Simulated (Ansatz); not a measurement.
# Li on Mo(110): change of the work function

How does Li on the hollow site change the work function of Mo(110) as the layer fills?

Program: Ansatz 0.2.0. Level of theory: plane-wave DFT, PBE, Ansatz PAW. Values are calculated unless marked as measured.

**1. Starting point**

The cell holds 4 atoms: 4 Mo. Its edges and angles: a = 2.728 Å, b = 2.728 Å, c = 24.682 Å, α = 90.0°, β = 90.0°, γ = 70.5°. Vacuum lies along c.

**2. The clean slab**

The bare slab comes first, as the zero from which every change is counted. The two lowest layers are held at bulk places and the upper ones relax. The dipole correction removes the false field that a one-sided slab makes across the periodic vacuum, so each face gets a flat vacuum level of its own.

File input.yaml:

```yaml
crystal:
  lattice:
    - [2.2273863607, -1.575, 0.0]
    - [2.2273863607, 1.575, 0.0]
    - [0.0, 0.0, 24.6821590822]
  atoms:
    - { symbol: Mo, position: [0.0, 0.0, 0.3646358477] }
    - { symbol: Mo, position: [0.5, 0.5, 0.4548786159] }
    - { symbol: Mo, position: [0.0, 0.0, 0.5451213841] }
    - { symbol: Mo, position: [0.5, 0.5, 0.6353641523] }
kpoints:
  mp_grid: { grid: [12, 12, 1] }
hamiltonian:
  xc: pbe
scf:
  occupations: { method: fermi_dirac, width: 0.1 }
  convergence: { dr2_threshold: 1.0e-08 }
efield:
  axis: 3
  dipole_correction: true
  ramp_position: 0.97
  ramp_width: 0.06
relax:
  f_tol: 0.02
  max_steps: 60
  constraints: [{ sites: [0, 1] }]
output:
  write_potential: true
  write_density: true
  volumetric_format: npy
```

The run is started by

```console
ansatz run input.yaml --threads 4 --pin off --max-ram 6144MiB --backend cpu --events-out ev --progress --plain --runs-dir out
```

Standard output:

```text
Engine: ansatz 0.2.0, aarch64-unknown-linux-gnu
Pseudopotentials: kind: paw
Pseudopotential: Mo, paw, valence charge 14, recommended cutoff 420 eV (normal), Mo.paw.azcp
Functional definition: PBE
  parameter kappa = 0.804
  parameter beta = 0.066725
  exchange = pbe_x(kappa = kappa, mu = beta*pi^2/3)
  correlation = pbe_c(beta = beta)
Crystal: 4 atoms, lattice volume = 173.177 Å³
Basis set: ecut = 420 eV, 3445 PW (Γ), exchange–correlation on 40×40×360 points (8 copies of the dense FFT grid, shifted against one another)
Bands: 34, of which v1, the nominal top of the filled ones, is band 28 counted from 1 (27 counted from 0)
Symmetry: 4 space group operations
k-points: 43 of 144
Non-local potential: Mo, projectors of the file, l = 0: 3, l = 1: 2, l = 2: 2, l = 3: 1
PAW form: soft (Blöchl's): semilocal exchange-correlation on the pseudo side does not see the compensation charge
PAW one-centre angular grid: Mo, 590 points (default); XC on 64 Gauss nodes
Initial density: superposition of atomic densities (neutral atoms: chi_scale 0, normalization atom), corrected by the library's trained network
Initial wavefunctions: pseudopotential atomic-orbital guess
Functional: x = pbe(κ = 0.804, μ = 0.219515), c = pbe(β = 0.066725)
SCF iter   1: F=—  HF=-19821.647128 eV  |F-HF|=—  |Δ(HF+E_count)|=         —  Δρ=3.78e-3  dr2=1.40e-1  ethr=1.77e-3  p=-0.000 e·Å  D=-4.77e-14 V/Å  ΔV_dip=0.00 eV  dr2_dipole=1.17e-6  V_vac-E_F(+/−)=4.86/4.86 eV  ⟨swp⟩=8.9  Hψ=15645  notcnv=0  defer=5
efield: sawtooth ramp at fractional position 0.9700 (set: `efield.ramp_position`, or a place that a band, a saddle search or an elastic batch's reference lends), width 0.0600; the density the first Hamiltonian is built on has a dipole p = -0.000 e·Å; the dipole correction subtracts the counter field D = -4.77e-14 V/Å, which shifts the + side's vacuum level by +0.00 eV against the − side's; the planar-averaged density in the ramp window peaks in size at 1.4e-5 e/Å³
automatic band count: the SCF goes on with 40 bands, as 34 were too few: the levels above may hold too much charge
preconditioner: auto → LDOS  [metal: Δε(μ)=0.026 eV  Ē_g=5.170 eV  σ=0.100 eV  W_gap=0.07  n_scr=16 (ndim 8)  ℏωp=13.8 eV  f_vac=0.563  D(μ)=3.57/eV (n_scr^D=14)  β→1.0]
SCF iter   2: F=—  HF=-19821.643445 eV  |F-HF|=—  |Δ(HF+E_count)|=   3.68e-3  Δρ=1.93e-3  dr2=1.96e-2  ethr=2.50e-4  p=0.000 e·Å  D=4.94e-6 V/Å  ΔV_dip=-0.00 eV  dr2_dipole=1.04e-6  V_vac-E_F(+/−)=4.70/4.70 eV  ⟨swp⟩=2.1  Hψ=2763  notcnv=0  defer=21
SCF iter   3: F=—  HF=-19821.641432 eV  |F-HF|=—  |Δ(HF+E_count)|=   2.01e-3  Δρ=5.02e-4  dr2=1.45e-3  ethr=3.50e-5  p=0.000 e·Å  D=3.71e-6 V/Å  ΔV_dip=-0.00 eV  dr2_dipole=1.26e-7  V_vac-E_F(+/−)=4.72/4.72 eV  ⟨swp⟩=2.2  Hψ=2388  notcnv=0  defer=21
SCF iter   4: F=—  HF=-19821.641192 eV  |F-HF|=—  |Δ(HF+E_count)|=   2.41e-4  Δρ=1.36e-4  dr2=7.48e-5  ethr=2.60e-6  p=0.000 e·Å  D=1.73e-6 V/Å  ΔV_dip=-0.00 eV  dr2_dipole=3.26e-8  V_vac-E_F(+/−)=4.71/4.71 eV  ⟨swp⟩=3.0  Hψ=2598  notcnv=0  defer=21
SCF iter   5: F=—  HF=-19821.641212 eV  |F-HF|=—  |Δ(HF+E_count)|=   2.06e-5  Δρ=3.96e-5  dr2=6.14e-6  ethr=1.34e-7  p=0.000 e·Å  D=1.84e-7 V/Å  ΔV_dip=-0.00 eV  dr2_dipole=7.59e-10  V_vac-E_F(+/−)=4.70/4.70 eV  ⟨swp⟩=2.6  Hψ=2473  notcnv=0  defer=21
SCF iter   6: F=—  HF=-19821.641292 eV  |F-HF|=—  |Δ(HF+E_count)|=   7.97e-5  Δρ=1.55e-5  dr2=8.69e-7  ethr=1.10e-8  p=-0.000 e·Å  D=-9.75e-8 V/Å  ΔV_dip=0.00 eV  dr2_dipole=2.59e-12  V_vac-E_F(+/−)=4.70/4.70 eV  ⟨swp⟩=2.1  Hψ=2413  notcnv=0  defer=21
SCF iter   7: F=—  HF=-19821.641293 eV  |F-HF|=—  |Δ(HF+E_count)|=   4.78e-7  Δρ=4.02e-6  dr2=7.38e-8  ethr=1.55e-9  p=-0.000 e·Å  D=-1.25e-7 V/Å  ΔV_dip=0.00 eV  dr2_dipole=3.69e-11  V_vac-E_F(+/−)=4.69/4.69 eV  ⟨swp⟩=2.1  Hψ=2303  notcnv=0  defer=21
SCF iter   8: F=-19821.641293 eV  HF=-19821.641293 eV  |F-HF|=4.27e-9  |Δ(HF+E_count)|=   8.39e-8  Δρ=1.47e-6  dr2=6.62e-9  ethr=1.79e-11  p=-0.000 e·Å  D=-2.43e-8 V/Å  ΔV_dip=0.00 eV  dr2_dipole=1.83e-12  V_vac-E_F(+/−)=4.69/4.69 eV  ⟨swp⟩=10.7  Hψ=11440  notcnv=0
SCF 1 converged in 8 iterations: F = -19821.641293 eV  dr2 = 6.62e-9
  greatest PAW one-centre occupation: 0.998 electrons in one spin orbital (limit 2), on the Mo atom at site 0 (counted from 0), in its partial waves of l = 0
relax step   1: F+E_penalty+E_count = -19821.64129266 eV  Δ(F+E_penalty+E_count) = +0.000e0 eV  max|allowed force component| = 6.071e-1 eV/Å  Δτ_max = 0.0000 Å  (8 SCF iters, accepted)
Bands: 40, of which v1, the nominal top of the filled ones, is band 28 counted from 1 (27 counted from 0)
Initial density: handed on by an earlier stage of this run
Initial wavefunctions: those handed on with the density
iter 1 solved again at ethr=6.81e-4 eV; its pass at ethr=3.10e-3 eV (dr2=3.81e-1 eV) is discarded
SCF iter   1: F=—  HF=-19821.655302 eV  |F-HF|=—  |Δ(HF+E_count)|=         —  Δρ=9.01e-3  dr2=3.79e-1  ethr=6.81e-4  p=0.000 e·Å  D=7.11e-7 V/Å  ΔV_dip=-0.00 eV  dr2_dipole=2.16e-3  V_vac-E_F(+/−)=4.71/4.71 eV  ⟨swp⟩=1.6  Hψ=6582  notcnv=0  defer=26
efield: sawtooth ramp at fractional position 0.9700 (set: `efield.ramp_position`, or a place that a band, a saddle search or an elastic batch's reference lends), width 0.0600; the density the first Hamiltonian is built on has a dipole p = 0.000 e·Å; the dipole correction subtracts the counter field D = 7.11e-7 V/Å, which shifts the + side's vacuum level by -0.00 eV against the − side's; the planar-averaged density in the ramp window peaks in size at 3.6e-6 e/Å³
preconditioner: auto → LDOS  [metal: Δε(μ)=0.032 eV  Ē_g=5.280 eV  σ=0.100 eV  W_gap=0.08  n_scr=16 (ndim 8)  ℏωp=13.8 eV  f_vac=0.569  D(μ)=3.64/eV (n_scr^D=14)  β→1.0]
SCF iter   2: F=—  HF=-19821.637650 eV  |F-HF|=—  |Δ(HF+E_count)|=   1.77e-2  Δρ=4.01e-3  dr2=1.08e-1  ethr=6.78e-4  p=0.007 e·Å  D=7.44e-3 V/Å  ΔV_dip=-0.18 eV  dr2_dipole=1.22e-3  V_vac-E_F(+/−)=4.51/4.69 eV  ⟨swp⟩=2.3  Hψ=2710  notcnv=0  defer=26
SCF iter   3: F=—  HF=-19821.629266 eV  |F-HF|=—  |Δ(HF+E_count)|=   8.38e-3  Δρ=1.79e-3  dr2=1.82e-2  ethr=1.92e-4  p=0.006 e·Å  D=6.37e-3 V/Å  ΔV_dip=-0.16 eV  dr2_dipole=2.87e-4  V_vac-E_F(+/−)=4.55/4.71 eV  ⟨swp⟩=2.4  Hψ=3010  notcnv=0  defer=26
SCF iter   4: F=—  HF=-19821.625514 eV  |F-HF|=—  |Δ(HF+E_count)|=   3.75e-3  Δρ=4.20e-4  dr2=7.00e-4  ethr=3.26e-5  p=0.007 e·Å  D=7.29e-3 V/Å  ΔV_dip=-0.18 eV  dr2_dipole=1.75e-5  V_vac-E_F(+/−)=4.52/4.70 eV  ⟨swp⟩=3.0  Hψ=2790  notcnv=0  defer=26
[...]
preconditioner: auto → LDOS  [metal: Δε(μ)=0.017 eV  Ē_g=5.205 eV  σ=0.100 eV  W_gap=0.04  n_scr=16 (ndim 8)  ℏωp=13.8 eV  f_vac=0.567  D(μ)=3.42/eV (n_scr^D=14)  β→1.0]
SCF iter   2: F=—  HF=-19821.665870 eV  |F-HF|=—  |Δ(HF+E_count)|=   3.93e-3  Δρ=2.32e-3  dr2=4.41e-2  ethr=1.98e-4  p=0.006 e·Å  D=6.20e-3 V/Å  ΔV_dip=-0.15 eV  dr2_dipole=3.08e-3  V_vac-E_F(+/−)=4.55/4.71 eV  ⟨swp⟩=2.0  Hψ=2812  notcnv=0  defer=26
SCF iter   3: F=—  HF=-19821.662933 eV  |F-HF|=—  |Δ(HF+E_count)|=   2.94e-3  Δρ=8.29e-4  dr2=4.40e-3  ethr=7.87e-5  p=0.006 e·Å  D=6.03e-3 V/Å  ΔV_dip=-0.15 eV  dr2_dipole=6.38e-4  V_vac-E_F(+/−)=4.55/4.70 eV  ⟨swp⟩=2.0  Hψ=2291  notcnv=0  defer=26
SCF iter   4: F=—  HF=-19821.662283 eV  |F-HF|=—  |Δ(HF+E_count)|=   6.51e-4  Δρ=2.74e-4  dr2=4.17e-4  ethr=7.86e-6  p=0.005 e·Å  D=5.31e-3 V/Å  ΔV_dip=-0.13 eV  dr2_dipole=6.02e-5  V_vac-E_F(+/−)=4.57/4.70 eV  ⟨swp⟩=3.5  Hψ=3106  notcnv=0  defer=26
SCF iter   5: F=—  HF=-19821.662246 eV  |F-HF|=—  |Δ(HF+E_count)|=   3.68e-5  Δρ=7.82e-5  dr2=1.95e-5  ethr=7.45e-7  p=0.005 e·Å  D=5.03e-3 V/Å  ΔV_dip=-0.12 eV  dr2_dipole=1.51e-6  V_vac-E_F(+/−)=4.57/4.70 eV  ⟨swp⟩=2.5  Hψ=2546  notcnv=0  defer=26
SCF iter   6: F=—  HF=-19821.662253 eV  |F-HF|=—  |Δ(HF+E_count)|=   7.25e-6  Δρ=2.97e-5  dr2=1.84e-6  ethr=3.47e-8  p=0.005 e·Å  D=4.92e-3 V/Å  ΔV_dip=-0.12 eV  dr2_dipole=6.05e-9  V_vac-E_F(+/−)=4.57/4.70 eV  ⟨swp⟩=2.1  Hψ=2333  notcnv=0  defer=26
SCF iter   7: F=—  HF=-19821.662328 eV  |F-HF|=—  |Δ(HF+E_count)|=   7.45e-5  Δρ=1.27e-5  dr2=5.17e-7  ethr=3.28e-9  p=0.005 e·Å  D=4.84e-3 V/Å  ΔV_dip=-0.12 eV  dr2_dipole=2.83e-8  V_vac-E_F(+/−)=4.58/4.70 eV  ⟨swp⟩=2.1  Hψ=2436  notcnv=0  defer=26
SCF iter   8: F=—  HF=-19821.662328 eV  |F-HF|=—  |Δ(HF+E_count)|=   8.29e-8  Δρ=2.78e-6  dr2=3.22e-8  ethr=9.24e-10  p=0.005 e·Å  D=4.83e-3 V/Å  ΔV_dip=-0.12 eV  dr2_dipole=1.60e-9  V_vac-E_F(+/−)=4.58/4.70 eV  ⟨swp⟩=2.8  Hψ=3061  notcnv=0  defer=26
SCF iter   9: F=-19821.662328 eV  HF=-19821.662328 eV  |F-HF|=6.62e-9  |Δ(HF+E_count)|=   1.90e-8  Δρ=8.02e-7  dr2=1.26e-9  ethr=1.79e-11  p=0.005 e·Å  D=4.82e-3 V/Å  ΔV_dip=-0.12 eV  dr2_dipole=8.06e-15  V_vac-E_F(+/−)=4.58/4.70 eV  ⟨swp⟩=10.1  Hψ=11130  notcnv=0
SCF 3 converged in 9 iterations: F = -19821.662328 eV  dr2 = 1.26e-9
relax step   3: F+E_penalty+E_count = -19821.66232783 eV  Δ(F+E_penalty+E_count) = -2.104e-2 eV  max|allowed force component| = 1.718e-1 eV/Å  Δτ_max = 0.0695 Å  (9 SCF iters, accepted)
SCF iter   1: F=—  HF=-19821.663916 eV  |F-HF|=—  |Δ(HF+E_count)|=         —  Δρ=8.39e-4  dr2=3.50e-3  ethr=6.23e-5  p=0.005 e·Å  D=4.82e-3 V/Å  ΔV_dip=-0.12 eV  dr2_dipole=1.17e-4  V_vac-E_F(+/−)=4.57/4.69 eV  ⟨swp⟩=2.4  Hψ=3395  notcnv=0  defer=26
efield: sawtooth ramp at fractional position 0.9700 (set: `efield.ramp_position`, or a place that a band, a saddle search or an elastic batch's reference lends), width 0.0600; the density the first Hamiltonian is built on has a dipole p = 0.005 e·Å; the dipole correction subtracts the counter field D = 4.82e-3 V/Å, which shifts the + side's vacuum level by -0.12 eV against the − side's; the planar-averaged density in the ramp window peaks in size at 4.2e-6 e/Å³
preconditioner: auto → LDOS  [metal: Δε(μ)=0.010 eV  Ē_g=5.198 eV  σ=0.100 eV  W_gap=0.02  n_scr=16 (ndim 8)  ℏωp=13.8 eV  f_vac=0.567  D(μ)=3.47/eV (n_scr^D=14)  β→1.0]
SCF iter   2: F=—  HF=-19821.663778 eV  |F-HF|=—  |Δ(HF+E_count)|=   1.38e-4  Δρ=4.26e-4  dr2=1.37e-3  ethr=6.24e-6  p=0.004 e·Å  D=4.06e-3 V/Å  ΔV_dip=-0.10 eV  dr2_dipole=2.10e-5  V_vac-E_F(+/−)=4.60/4.70 eV  ⟨swp⟩=2.0  Hψ=2569  notcnv=0  defer=26
SCF iter   3: F=—  HF=-19821.663680 eV  |F-HF|=—  |Δ(HF+E_count)|=   9.75e-5  Δρ=1.70e-4  dr2=1.67e-4  ethr=2.44e-6  p=0.004 e·Å  D=4.18e-3 V/Å  ΔV_dip=-0.10 eV  dr2_dipole=3.14e-6  V_vac-E_F(+/−)=4.59/4.69 eV  ⟨swp⟩=2.0  Hψ=2242  notcnv=0  defer=26
SCF iter   4: F=—  HF=-19821.663648 eV  |F-HF|=—  |Δ(HF+E_count)|=   3.23e-5  Δρ=4.02e-5  dr2=5.53e-6  ethr=2.98e-7  p=0.004 e·Å  D=4.07e-3 V/Å  ΔV_dip=-0.10 eV  dr2_dipole=5.62e-7  V_vac-E_F(+/−)=4.60/4.70 eV  ⟨swp⟩=3.4  Hψ=3040  notcnv=0  defer=26
SCF iter   5: F=—  HF=-19821.663725 eV  |F-HF|=—  |Δ(HF+E_count)|=   7.67e-5  Δρ=1.23e-5  dr2=5.71e-7  ethr=9.88e-9  p=0.004 e·Å  D=3.99e-3 V/Å  ΔV_dip=-0.10 eV  dr2_dipole=4.19e-8  V_vac-E_F(+/−)=4.60/4.70 eV  ⟨swp⟩=2.7  Hψ=2627  notcnv=0  defer=26
SCF iter   6: F=—  HF=-19821.663725 eV  |F-HF|=—  |Δ(HF+E_count)|=   2.10e-7  Δρ=3.79e-6  dr2=5.79e-8  ethr=1.02e-9  p=0.004 e·Å  D=3.95e-3 V/Å  ΔV_dip=-0.10 eV  dr2_dipole=2.24e-9  V_vac-E_F(+/−)=4.60/4.70 eV  ⟨swp⟩=2.3  Hψ=2351  notcnv=0  defer=26
SCF iter   7: F=-19821.663725 eV  HF=-19821.663725 eV  |F-HF|=3.88e-9  |Δ(HF+E_count)|=   3.93e-8  Δρ=1.56e-6  dr2=8.52e-9  ethr=1.79e-11  p=0.004 e·Å  D=3.94e-3 V/Å  ΔV_dip=-0.10 eV  dr2_dipole=2.54e-10  V_vac-E_F(+/−)=4.60/4.70 eV  ⟨swp⟩=10.8  Hψ=11535  notcnv=0
SCF 4 converged in 7 iterations: F = -19821.663725 eV  dr2 = 8.52e-9
relax step   4: F+E_penalty+E_count = -19821.66372504 eV  Δ(F+E_penalty+E_count) = -1.397e-3 eV  max|allowed force component| = 6.160e-3 eV/Å  Δτ_max = 0.0105 Å  (7 SCF iters, accepted)
NSCF: frozen V_eff on 43 k-points
the band table was solved once a step of the walk had ended and its energy, with any forces and stress, was formed, with the checks that follow a solve (8320 applications of the Hamiltonian). They found nothing against the state; the energy, forces and stress were not computed again (output.eigenvalues in the input reference)
SCF converged after 7 iterations
Free energy (F): -19821.663725 eV
Harris-Foulkes:  -19821.663725 eV  (|F-HF|=3.88e-9)
Internal energy: -19821.546906 eV  (E = F + TS)
E sigma→0 (E₀):  -19821.605316 eV
Entropy (-TS):   -0.116819 eV (-29.205 meV/atom)
Fermi energy:    4.749028 eV
Dipole field:    D = 0.003959 V/Å  (p = 0.003789 e·Å, saw-weighted, corrected)
Work function:   Φ+ = 4.5981 eV   Φ− = 4.6959 eV
Levels:          The Fermi level and band energies are counted from a zero that moves with the ramp; work functions are not
--- Per-component energies (eV) ---
  E_band       = -1128.803101
  E_kinetic    = 1758.636077
  E_local      = -73076.344926  (includes V_loc(G=0)·N_el)
  E_nonlocal   = 573.008626
  E_hartree    = 35551.714988
  E_xc         = -730.509318
  E_vxc        = -911.323818  (∫ρ·V_xc dr)
  E_paw        = -12805.328642  (= ΣΔE_a)
  E_vpaw       = -576.218629  (= ΣTr[D̂ρ^β])
  E_aug_tail   = 0.000170  (compensation charges beyond the density's cutoff)
  E_efield     = 0.000007  (sawtooth field / dipole correction)
  E_vefield    = 0.002053  (∫n·V_field dr)
  E_ewald      = 28907.276112
  E_smearing   = -0.116819  (= −TS)
  E_closure    = -0.000000  (closes the sum)
  Σ components = -19821.663725   (vs F -19821.663725, Δ=0.00e0)
--- Forces (eV/Å), atoms counted from 1 ---
  atom   1  Mo     0.00000000     0.00000000     0.48968382
  atom   2  Mo     0.00000000    -0.00000000    -0.48732685
  atom   3  Mo     0.00000000    -0.00000000    -0.00615989
  atom   4  Mo     0.00000000     0.00000000     0.00374740
  max |Σ_I F_I| component: 5.55e-5 eV/Å
--- Band table (eV; the first three rows and the last of 43) ---
  k-point 0: bands = [... 24 lower, 3.2679, 3.3587, 3.5222, 3.7666, 4.8655, 5.1015, 5.8499, 5.9160, ... 8 higher]
  k-point 1: bands = [... 24 lower, 3.1262, 3.2374, 3.5562, 3.9741, 4.5550, 5.1890, 5.4643, 5.7715, ... 8 higher]
  k-point 2: bands = [... 24 lower, 2.9540, 3.0742, 3.7021, 3.9784, 4.4501, 4.6794, 5.6510, 5.7078, ... 8 higher]
  k-point 42: bands = [... 24 lower, 3.2412, 5.2680, 5.2859, 5.5507, 5.7353, 6.1980, 7.4154, 7.7054, ... 8 higher]
--- Relaxed structure (4 steps of the walk, 3 accepted, 0 SCFs on fresh bases) ---
  F+E_penalty+E_count = -19821.66372504 eV   max|allowed force component| = 6.160e-3 eV/Å
  atoms:
    - { symbol: Mo, position: [0.0, 0.0, 0.364636] }
    - { symbol: Mo, position: [0.500000, 0.500000, 0.454879] }
    - { symbol: Mo, position: [-3.918099e-19, 3.918099e-19, 0.546022] }
    - { symbol: Mo, position: [0.500000, 0.500000, 0.632974] }
```

The job ended after 43 s (4 threads of Arm Neoverse N1, shared host; peak memory 0.58 GiB; 2.8 min of CPU time).

Reading the cycles: dr2 is the Hartree energy of the density residual (eV), the measure of convergence; HF is the Harris–Foulkes estimate of the energy, which meets the free energy F at convergence.

Step by step:

| step | energy less that of the first step (eV) | largest force component (eV/Å) |
| --- | --- | --- |
| 1 | 0.0000 | 0.6071 |
| 2 | 0.0156 | 0.8030 |
| 3 | -0.0210 | 0.1718 |
| 4 | -0.0224 | 0.0062 |

Relaxation step 2 was tried and not accepted.

The run keeps the 4 symmetry operations that the program found, so distortions that break them were not tested.

The atoms that moved most (Å):

| atom | dx | dy | dz | length |
| --- | --- | --- | --- | --- |
| Mo4 | 0.000 | 0.000 | -0.059 | 0.059 |
| Mo3 | 0.000 | 0.000 | 0.022 | 0.022 |

The relaxed structure:

```xyz
4
Lattice="2.2274 -1.5750 0.0000 2.2274 1.5750 0.0000 0.0000 0.0000 24.6822" Properties=species:S:1:pos:R:3
Mo    0.0000    0.0000    9.0000
Mo    2.2274    0.0000   11.2274
Mo    0.0000    0.0000   13.4770
Mo    2.2274    0.0000   15.6232
```

Numbers from this step:

| Property | Result |
| --- | --- |
| energy at zero smearing | -19821.6053 eV |
| work function, upper face | 4.598 eV |
| work function, lower face | 4.696 eV |
| dipole along the normal | 0.003789 e·Å |
| step between the vacuum levels | -0.09771 eV |

Running mean over 2.227 Å of the planar mean; the ramp of the sawtooth is left out. Table of electron's electrostatic potential energy less the Fermi level by z:

z (Å), electron's electrostatic potential energy less the Fermi level (eV) and a bar from the least value:
```
      3.5        4.7 ##############################
      4.0        4.7 ##############################
      4.5        4.7 ##############################
      5.0        4.7 ##############################
      5.5        4.7 ##############################
      6.0        4.6 ##############################
      6.5        4.2 #############################
      7.0        3.2 ############################
      7.5       -0.1 ######################
      8.0       -6.0 #############
      8.5      -10.8 #####
      9.0      -12.4 ##
      9.5      -12.6 ##
     10.0      -12.7 ##
     10.5      -12.8 #
     11.0      -12.9 #
     11.5      -12.9 #
     12.0      -12.7 ##
     12.5      -12.7 ##
     13.0      -12.8 #
     13.5      -13.0 #
     14.0      -13.4 
     14.5      -13.7 
     15.0      -13.3 #
     15.5      -12.7 ##
     16.0      -11.5 ####
     16.5       -7.5 ##########
     17.0       -1.5 ####################
     17.5        2.6 ###########################
     18.0        4.0 #############################
     18.5        4.4 ##############################
     19.0        4.5 ##############################
     19.5        4.6 ##############################
     20.0        4.6 ##############################
     20.5        4.6 ##############################
     21.0        4.6 ##############################
     21.5        4.6 ##############################
```

The relaxation took 4 steps and lowered the energy by 0.022 eV; the largest force on the free atoms ends at 0.0062 eV/Å.

The work function of the upper face is 4.60 eV.

(Continued in part 2 of 3.)

[Long decimals in the printed logs are rounded to 6 places.]

[Logs are printed without paths, hosts, clocks, repeated set-up lines and the standing remarks that a program may print on its own settings, such as how far it seeks lower states.]

[Hosts, paths, dates, database ids (printed as entryN), source tags and the programs' standing remarks are cut or masked in the printed files.]

[Maps of the electrostatic potential energy from Ansatz leave out the sawtooth potential of an applied field or a dipole correction, so their vacuum need not be flat; planar profiles and work functions include it.]
